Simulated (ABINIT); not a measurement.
## A GW chain in ABINIT: InF3 (R-3c)

Aim: the G0W0 gap of InF3 (R-3c) on LDA, step by step.

Calculated with ABINIT 10.8.3; LDA and many-body steps on it, plane waves.

This is a report of a sequence of runs, with most program output left out.

## (1) The starting structure

It takes space group R-3c (No. 167, trigonal). Conventional cell: a = 5.204 Å, b = 5.204 Å, c = 14.723 Å, α = 90.00°, β = 90.00°, γ = 120.00°. Nearest to In lie 6 F at 2.08 Å. Nearest to F lie 2 In at 2.08 Å. Farther neighbours and most contacts between anions are not listed.

The cell and positions are those that the Materials Project relaxed with its own functionals (PBE, PBE+U or r2SCAN), kept fixed.

## (2) Ground state

This step: ABINIT 10.8.3; DFT, LDA, plane waves, norm-conserving pseudopotentials.

The ground-state density comes first.

Input file run.abi:

```
acell 3*1.0 Angstrom
rprim 
  2.602141182914 1.502346912402 4.907506134507
  -2.602141182914 1.502346912402 4.907506134507
  0.000000000000 -3.004693824873 4.907506134486
ntypat 2
znucl 49 9
natom 8
typat 1 1 2 2 2 2 2 2
xred 
  0.500000000000 0.500000000000 0.500000000000
  -0.000000000000 0.000000000000 0.000000000000
  0.395709220000 0.750000000000 0.104290780000
  0.750000000000 0.104290780000 0.395709220000
  0.895709220000 0.604290780000 0.250000000000
  0.250000000000 0.895709220000 0.604290780000
  0.604290780000 0.250000000000 0.895709220000
  0.104290780000 0.395709220000 0.750000000000
pp_dirpath "pseudos"
pseudos "In.upf, F.upf"
ecut 36
ngkpt 4 4 4
nshiftk 1
shiftk 0 0 0
kptopt 1
chksymbreak 0
nband 50
occopt 1
tolvrs 1e-08
nstep 60
prtwf 0
optforces 0
optstress 0
indata_prefix "in"
outdata_prefix "out"
tmpdata_prefix "tmp"
```

The run is started by

```console
OMP_NUM_THREADS=1 mpirun -n 8 abinit run.abi > log
```

The job ended after 45 s (8 MPI ranks of Arm Neoverse V2, shared host; peak memory 0.92 GiB; 6 min of CPU time).

Numbers from this step:

* total energy: -14867.5873 eV
* gap: 4.010 eV
* k of the valence top: 0.5, 0.5, 0
* k of the conduction bottom: 0, 0, 0
* least direct gap: 4.042 eV

The gap is indirect, with the least direct gap 0.03 eV higher.

## (3) Bands along the symmetry lines

Levels along a band path, at the cheap level, show where the edges lie and whether the meshes to come will hold them.

run.abi, as its differences from that of step 2:

```diff
@@ -21,14 +21,45 @@
 ecut 36
-ngkpt 4 4 4
-nshiftk 1
-shiftk 0 0 0
-kptopt 1
-chksymbreak 0
-nband 50
-occopt 1
-tolvrs 1e-08
-nstep 60
+iscf -2
+irdden 1
+kptopt 0
+nkpt 31
+kpt 
+  0.00000000 0.00000000 0.00000000
+  0.12500000 0.12500000 0.12500000
+  0.25000000 0.25000000 0.25000000
+  0.37500000 0.37500000 0.37500000
+  0.50000000 0.50000000 0.50000000
+  0.56771382 0.43228618 0.50000000
+  0.63542764 0.36457236 0.50000000
+  0.70314146 0.29685854 0.50000000
+  0.77085528 0.22914472 0.50000000
+  0.50000000 -0.22914472 0.22914472
+  0.50000000 -0.17185854 0.17185854
+  0.50000000 -0.11457236 0.11457236
+  0.50000000 -0.05728618 0.05728618
+  0.50000000 0.00000000 0.00000000
+  0.37500000 0.00000000 0.00000000
+  0.25000000 0.00000000 0.00000000
+  0.12500000 0.00000000 0.00000000
+  0.00000000 0.00000000 0.00000000
+  0.09114309 -0.09114309 0.00000000
+  0.18228618 -0.18228618 0.00000000
+  0.27342927 -0.27342927 0.00000000
+  0.36457236 -0.36457236 -0.00000000
+  0.63542764 0.00000000 0.36457236
+  0.60157073 0.00000000 0.39842927
+  0.56771382 0.00000000 0.43228618
+  0.53385691 0.00000000 0.46614309
+  0.50000000 0.00000000 0.50000000
+  0.37500000 0.00000000 0.37500000
+  0.25000000 0.00000000 0.25000000
+  0.12500000 0.00000000 0.12500000
+  0.00000000 0.00000000 0.00000000
+istwfk *1
+nband 49
+nbdbuf 2
+tolwfr 1e-08
+nstep 40
 prtwf 0
-optforces 0
-optstress 0
+prtvol 0
 indata_prefix "in"
```

It took 42 s on 8 MPI ranks; peak memory 0.82 GiB.

This step gave:

| Quantity | Value |
| --- | --- |
| gap | 4.010 eV |
| k of the valence top | 0.5, 0, 0.5 |
| k of the conduction bottom | 0, 0, 0 |
| least direct gap | 4.042 eV |

The gap is 4.010 eV, as in the run before at this level.

The electronic bands at the labelled points (eV, zero at the top of the highest filled band):

| point | band 39 | band 40 | band 41 | band 42 | band 43 | band 44 | band 45 | band 46 |
| --- | --- | --- | --- | --- | --- | --- | --- | --- |
| Γ | -0.18 | -0.18 | -0.03 | -0.03 | 4.01 | 9.42 | 10.43 | 11.52 |
| halfway | -0.18 | -0.18 | -0.05 | -0.05 | 4.78 | 8.22 | 11.15 | 11.80 |
| T | -0.12 | -0.12 | -0.12 | -0.12 | 6.43 | 6.43 | 11.71 | 11.71 |
| halfway | -0.21 | -0.21 | -0.14 | -0.14 | 6.78 | 6.78 | 10.67 | 10.67 |
| H2 | -0.18 | -0.18 | -0.09 | -0.09 | 7.09 | 7.09 | 10.04 | 10.04 |
| jump to H0 | -0.18 | -0.18 | -0.09 | -0.09 | 7.09 | 7.09 | 10.04 | 10.04 |
| halfway | -0.26 | -0.26 | -0.10 | -0.10 | 6.80 | 6.80 | 10.55 | 10.55 |
| L | -0.26 | -0.26 | -0.13 | -0.13 | 6.62 | 6.62 | 11.02 | 11.02 |
| halfway | -0.28 | -0.27 | -0.11 | -0.05 | 4.88 | 8.40 | 10.96 | 11.04 |
| Γ | -0.18 | -0.18 | -0.03 | -0.03 | 4.01 | 9.42 | 10.43 | 11.52 |
| halfway | -0.23 | -0.19 | -0.16 | -0.03 | 5.19 | 8.21 | 10.47 | 11.33 |
| S0 | -0.22 | -0.18 | -0.14 | -0.03 | 6.85 | 7.23 | 9.89 | 10.63 |
| jump to S2 | -0.22 | -0.18 | -0.14 | -0.03 | 6.85 | 7.23 | 9.89 | 10.63 |
| halfway | -0.21 | -0.19 | -0.16 | -0.01 | 6.62 | 7.83 | 9.71 | 10.51 |
| F | -0.24 | -0.20 | -0.15 | 0.00 | 6.54 | 8.09 | 9.60 | 10.49 |
| halfway | -0.27 | -0.16 | -0.14 | -0.09 | 5.10 | 8.53 | 10.55 | 10.74 |
| Γ | -0.18 | -0.18 | -0.03 | -0.03 | 4.01 | 9.42 | 10.43 | 11.52 |

## (4) Empty states on the mesh, 4×4×4 mesh, 114 bands

The sums over transitions need many empty states on a uniform mesh; this step solves for them.

Input file run.abi:

```
acell 3*1.0 Angstrom
rprim 
  2.602141182914 1.502346912402 4.907506134507
  -2.602141182914 1.502346912402 4.907506134507
  0.000000000000 -3.004693824873 4.907506134486
ntypat 2
znucl 49 9
natom 8
typat 1 1 2 2 2 2 2 2
xred 
  0.500000000000 0.500000000000 0.500000000000
  -0.000000000000 0.000000000000 0.000000000000
  0.395709220000 0.750000000000 0.104290780000
  0.750000000000 0.104290780000 0.395709220000
  0.895709220000 0.604290780000 0.250000000000
  0.250000000000 0.895709220000 0.604290780000
  0.604290780000 0.250000000000 0.895709220000
  0.104290780000 0.395709220000 0.750000000000
pp_dirpath "pseudos"
pseudos "In.upf, F.upf"
ecut 36
ngkpt 4 4 4
nshiftk 1
shiftk 0 0 0
kptopt 1
chksymbreak 0
iscf -2
irdden 1
istwfk *1
nband 114
nbdbuf 10
tolwfr 1e-09
nstep 60
prtvol 0
indata_prefix "in"
outdata_prefix "out"
tmpdata_prefix "tmp"
```

Wall time 54 s (8 MPI ranks); peak memory 0.86 GiB.

Numbers from this step:

```
gap                                                           : 4.010 eV
k of the valence top                                          : 0.5, 0.5, 0
k of the conduction bottom                                    : 0, 0, 0
least direct gap                                              : 4.042 eV
k points computed                                             : 13
lowest point of the top converged band, above the valence top : 38.04 eV
```

On this mesh the gap is 4.010 eV.

## (5) Screening, 4×4×4 mesh, 104 bands, screening to 89.8 eV

The RPA dielectric matrix is built and inverted for each q.

This step: RPA screening on LDA, plane waves, norm-conserving pseudopotentials.

run.abi, as its differences from that of step 4:

```diff
@@ -26,10 +26,11 @@
 chksymbreak 0
-iscf -2
-irdden 1
 istwfk *1
-nband 114
-nbdbuf 10
-tolwfr 1e-09
-nstep 60
-prtvol 0
+occopt 1
+irdwfk 1
+optdriver 3
+nband 104
+ecuteps 3.3
+inclvkb 2
+awtr 1
+symchi 1
 indata_prefix "in"
```

Run time: 3.2 min. Hardware: 8 MPI ranks; peak memory 6.6 GiB.

This step gave:

```
ε∞ with local fields, on this mesh, along the program's q direction : 2.372
the same without local fields                                       : 2.455
plasma frequency                                                    : 31.72 eV
plane waves in the screening matrix                                 : 211
```

Local fields lower ε∞ by 3 %.

## (6) Self-energy, 4×4×4 mesh, 104 bands, screening to 89.8 eV

The self-energy is evaluated for the states that the input lists, and the levels follow from it, in one-shot runs by the linearised quasiparticle equation.

This step: G0W0 on LDA, plane waves, norm-conserving pseudopotentials.

run.abi, as its differences from that of step 5:

```diff
@@ -29,8 +29,17 @@
 irdwfk 1
-optdriver 3
+optdriver 4
 nband 104
+gwcalctyp 0
+ecutsigx 36
+symsigma 1
+nkptgw 2
+kptgw 
+  0.5000000000 0.5000000000 0.0000000000
+  0.0000000000 0.0000000000 0.0000000000
+bdgw 
+  41 44
+  41 44
 ecuteps 3.3
-inclvkb 2
-awtr 1
-symchi 1
+irdscr 1
+ppmodel 1
 indata_prefix "in"
```

It took 10 s on 8 MPI ranks; peak memory 3.7 GiB.

This step gave:

* G0W0 gap on the points computed: 7.983 eV
* starting gap on the mesh: 4.010 eV
* k of the valence top: 0.5, 0.5, 0
* k of the conduction bottom: 0, 0, 0
* Z at the valence top: 0.798
* Z at the conduction bottom: 0.871
* least direct G0W0 gap on the computed points: 8.034 eV

The gap on the mesh goes from 4.01 eV to 7.98 eV, a correction of +3.97 eV.

Limits: finite bands, cutoff and mesh; no spin-orbit coupling. v1 is the top filled band, c1 the lowest empty one. Levels before and after the correction, in eV, zero at the valence-band top of each column:

|  | conduction bottom | valence top |
| --- | --- | --- |
| Kohn-Sham | 4.01 | 0.00 |
| G0W0 | 7.98 | 0.00 |

|  | level | energy (eV) |
| --- | --- | --- |
| Kohn-Sham | (0.5 0.5 0) v2 | -0.152 |
| Kohn-Sham | (0.5 0.5 0) v1 | 0.000 |
| Kohn-Sham | (0.5 0.5 0) c1 | 6.537 |
| Kohn-Sham | (0.5 0.5 0) c2 | 8.086 |
| Kohn-Sham | Γ v2-v1 | -0.032 |
| Kohn-Sham | Γ c1 | 4.010 |
| Kohn-Sham | Γ c2 | 9.419 |
| G0W0 | (0.5 0.5 0) v2 | -0.013 |
| G0W0 | (0.5 0.5 0) v1 | 0.000 |
| G0W0 | (0.5 0.5 0) c1 | 11.030 |
| G0W0 | (0.5 0.5 0) c2 | 12.943 |
| G0W0 | Γ v2-v1 | -0.051 |
| G0W0 | Γ c1 | 7.983 |
| G0W0 | Γ c2 | 14.572 |

## (7) Where the time went

Times are wall times on 8 MPI ranks of Arm Neoverse V2, shared host, good to a factor of about two.

| step | time | share | memory (GiB) |
| --- | --- | --- | --- |
| ground state | 45 s | 13 % | 0.92 |
| bands along the symmetry lines | 42 s | 12 % | 0.82 |
| empty states on the mesh | 54 s | 16 % | 0.86 |
| screening | 3.2 min | 56 % | 6.6 |
| self-energy | 10 s | 3 % | 3.7 |

## (8) Outcome

```
LDA gap              : 4.01 eV, indirect (only 32 meV under the direct gap)
G0W0 gap on the mesh : 7.98 eV
GW settings          : 4×4×4 mesh, 104 bands, screening to 89.8 eV, Godby-Needs plasmon pole
known limits         : not at the basis limit; no spin-orbit coupling
```

In words: G0W0 moves the gap on the mesh from 4.01 eV to 7.98 eV (+3.97 eV), with Z of 0.80 and 0.87 at the edges. Local fields lower the RPA ε∞ on this mesh from 2.46 to 2.37. Only 2 of the mesh's irreducible points were corrected, so a valley elsewhere could overtake. The dearest step here is «screening». Bands and cutoff are finite, so the gap is not at the basis limit. The miss can reach some tenths of an eV and take either sign; the mesh is an error of its own. In the G0W0 run levels were corrected at 2 k points alone, so a gap called «on the mesh» is the least over those, and an edge elsewhere would be missed. The many-body steps are scalar-relativistic: spin-orbit coupling is not in them.

[Paths, hosts, dates, memory and timing lines, banners, echoed tables and standing remarks are left out of the program output.]

[Logs are printed without paths, hosts, clocks, repeated set-up lines and the standing remarks that a program may print on its own settings, such as how far it seeks lower states.]

[Runs of the session that timed out or met a known fault of the program may be left out.]

[Hosts, paths, dates, database ids (printed as entryN), source tags and the programs' standing remarks are cut or masked in the printed files.]

[G0W0 gaps are taken among the corrected bands and points alone; a level outside them can change the order at an edge.]

[Where Ansatz stands beside ABINIT at settings called matched, ABINIT's density can come from a denser mesh and the files from another edition; pairs whose starting gaps differed by over 0.03 eV were left out, so agreement reads better than it is.]
